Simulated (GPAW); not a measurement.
# STM contrast on W2CS2 MXene monolayer

Wanted: filled- and empty-state images of W2CS2 MXene monolayer, with its work function.

Method: GPAW, PAW setups; layer in a repeated cell with vacuum, relaxation of atoms and in-plane cell, in the first sound run; inputs show where later runs differ, in GPAW 26.7.0.

Report form: the programs' logs are mostly left out.

### 1. Set-up

The cell holds 5 atoms: 2 S, 2 W and 1 C. Cell: a = 3.125 Å, b = 3.125 Å, c = 19.950 Å, α = 90.0°, β = 90.0°, γ = 120.0°. Vacuum lies along c.

### 2. Relaxing the atoms

Forces are removed first; all later runs use this geometry.

Contents of run.py:

```python
import json
import numpy as np
from ase import Atoms
from ase.filters import FrechetCellFilter
from ase.optimize import BFGS
from gpaw import GPAW, PW

slab = Atoms(
    ['S', 'W', 'C', 'W', 'S'],
    positions=[
        [-0.00000, 1.80446, 7.00000],
        [1.56270, 0.90223, 8.74184],
        [0.00000, 0.00000, 9.97504],
        [-0.00000, 1.80446, 11.20825],
        [1.56270, 0.90223, 12.95008]],
    cell=[[3.12541, 0.0, 0.0], [-1.5627, 2.70668, 0.0], [0.0, 0.0, 19.9501]],
    pbc=[True, True, True])

slab.calc = GPAW(mode=PW(600), xc='PBE', kpts={'size': (12, 12, 1), 'gamma': True},
                 occupations={'name': 'fermi-dirac', 'width': 0.05}, nbands='160%',
                 convergence={'density': 1e-05}, maxiter=200,
                 symmetry={'tolerance': 1e-3}, txt='slab.txt')
result = {}
# The in-plane cell is free; stress needs a cell that repeats along all three vectors
path = []
opt = BFGS(FrechetCellFilter(slab, mask=[1, 1, 0, 0, 0, 1]), maxstep=0.2)
opt.attach(lambda: path.append((slab.get_potential_energy(), slab.positions.tolist(), slab.get_forces().tolist())))
result['relaxed'] = bool(opt.run(fmax=0.02, steps=45))
result['path'] = path
result['cell'] = slab.cell.tolist()
print('in-plane lattice', slab.cell.cellpar().round(4)[[0, 1, 5]])
energy = slab.get_potential_energy()
fermi = slab.calc.get_fermi_level()
v = slab.calc.get_electrostatic_potential().mean((0, 1)) - fermi
n = slab.calc.get_pseudo_density().mean((0, 1))
L = slab.cell[2, 2]
z = np.arange(len(v)) * L / len(v)
low, high = slab.positions[:, 2].min(), slab.positions[:, 2].max()
below, above = np.interp([low - 4.8, high + 4.8], z, v)
slopes = [np.interp(x, z, np.gradient(v, z)) for x in (low - 4.8, high + 4.8)]
eps = np.array([[slab.calc.get_eigenvalues(k, s) for k in range(len(slab.calc.get_ibz_k_points()))]
                for s in range(slab.calc.get_number_of_spins())]) - fermi
top, bottom = eps[eps < 0].max(), eps[eps > 0].min()
dipole = slab.get_dipole_moment()[2]
print(f'energy {energy:.4f} eV, Fermi level {fermi:.4f} eV, dipole {dipole:.5f} e A')
print(f'potential 4.8 A off the faces, from the Fermi level: lower {below:.4f} eV, upper {above:.4f} eV')
print(f'slope of the potential there: lower {slopes[0]:.5f}, upper {slopes[1]:.5f} eV/A')
print(f'nearest levels on the mesh: {top:.4f} and {bottom:.4f} eV')
print('magnetic moment', round(slab.get_magnetic_moment(), 3))
result.update(energy=energy, fermi=fermi, dipole=dipole, below=below, above=above, slopes=slopes, edges=[top, bottom],
              z=z.tolist(), v=v.tolist(), n=n.tolist(), positions=slab.positions.tolist(),
              forces=slab.get_forces(apply_constraint=False).tolist(), moments=slab.get_magnetic_moments().tolist())
json.dump(result, open('result.json', 'w'))
```

Started as:

```sh
OMP_NUM_THREADS=1 OPENBLAS_NUM_THREADS=1 python run.py
```

Elapsed: 10 min, on 1 thread of Intel Xeon Platinum 8488C (Sapphire Rapids), shared host; peak memory 0.44 GiB.

Numbers from this step:

| Property | Result |
| --- | --- |
| dipole along the normal | -1.70e-4 e·Å |
| levels nearest the Fermi level on the mesh | -0.09298, 0.04618 eV from the Fermi level |

Electrostatic potential energy of an electron (without an applied field's), less the Fermi level, planar mean against z:

```
z (Å)  electrostatic potential energy of an electron (without an applied field's), less the Fermi level, planar mean (eV)
  0.0                                                                                                                5.08
  0.5                                                                                                                5.08
  1.0                                                                                                                5.08
  1.5                                                                                                                5.08
  2.0                                                                                                                5.08
  2.5                                                                                                                5.08
  3.0                                                                                                                5.08
  3.5                                                                                                                5.08
  4.0                                                                                                                5.08
  4.5                                                                                                                5.07
  5.0                                                                                                                5.05
  5.5                                                                                                                4.92
  6.0                                                                                                                4.27
  6.5                                                                                                                1.15
  7.0                                                                                                               -10.8
  7.5                                                                                                               -14.7
  8.0                                                                                                               -6.04
  8.5                                                                                                               -15.3
  9.0                                                                                                               -23.0
  9.5                                                                                                               -13.2
 10.0                                                                                                               -14.4
 10.5                                                                                                               -13.9
 11.0                                                                                                               -23.3
 11.5                                                                                                               -13.8
 12.0                                                                                                               -6.08
 12.5                                                                                                               -16.0
 13.0                                                                                                               -9.10
 13.5                                                                                                                1.71
 14.0                                                                                                                4.39
 14.5                                                                                                                4.94
 15.0                                                                                                                5.05
 15.5                                                                                                                5.08
 16.0                                                                                                                5.08
 16.5                                                                                                                5.08
 17.0                                                                                                                5.08
 17.5                                                                                                                5.08
 18.0                                                                                                                5.08
 18.5                                                                                                                5.08
 19.0                                                                                                                5.08
 19.5                                                                                                                5.08
```

The pseudo valence density, planar mean by z:

z (Å), pseudo valence density, planar mean (e/Å³) and a bar:
```
      4.0       0.00 
      4.5       0.00 
      5.0       0.00 
      5.5       0.01 
      6.0       0.05 #
      6.5       0.20 ####
      7.0       0.39 ########
      7.5       0.45 ##########
      8.0       0.46 ##########
      8.5       0.79 #################
      9.0       1.40 ##############################
      9.5       0.73 ###############
     10.0       0.64 ##############
     10.5       0.77 ################
     11.0       1.42 ##############################
     11.5       0.72 ###############
     12.0       0.46 ##########
     12.5       0.44 #########
     13.0       0.39 ########
     13.5       0.17 ####
     14.0       0.04 #
     14.5       0.01 
     15.0       0.00 
     15.5       0.00 
     16.0       0.00
```

The relaxation lowered the energy of the cell by 0.542 eV (energies extrapolated to zero smearing; the optimiser's log prints free energies). The largest force left on a free atom is 0.020 eV/Å.

(Part 1 of 2 ends here.)

[Logs are printed without paths, hosts, clocks, repeated set-up lines and the standing remarks that a program may print on its own settings, such as how far it seeks lower states.]

[Hosts, paths, dates, database ids (printed as entryN), source tags and the programs' standing remarks are cut or masked in the printed files.]
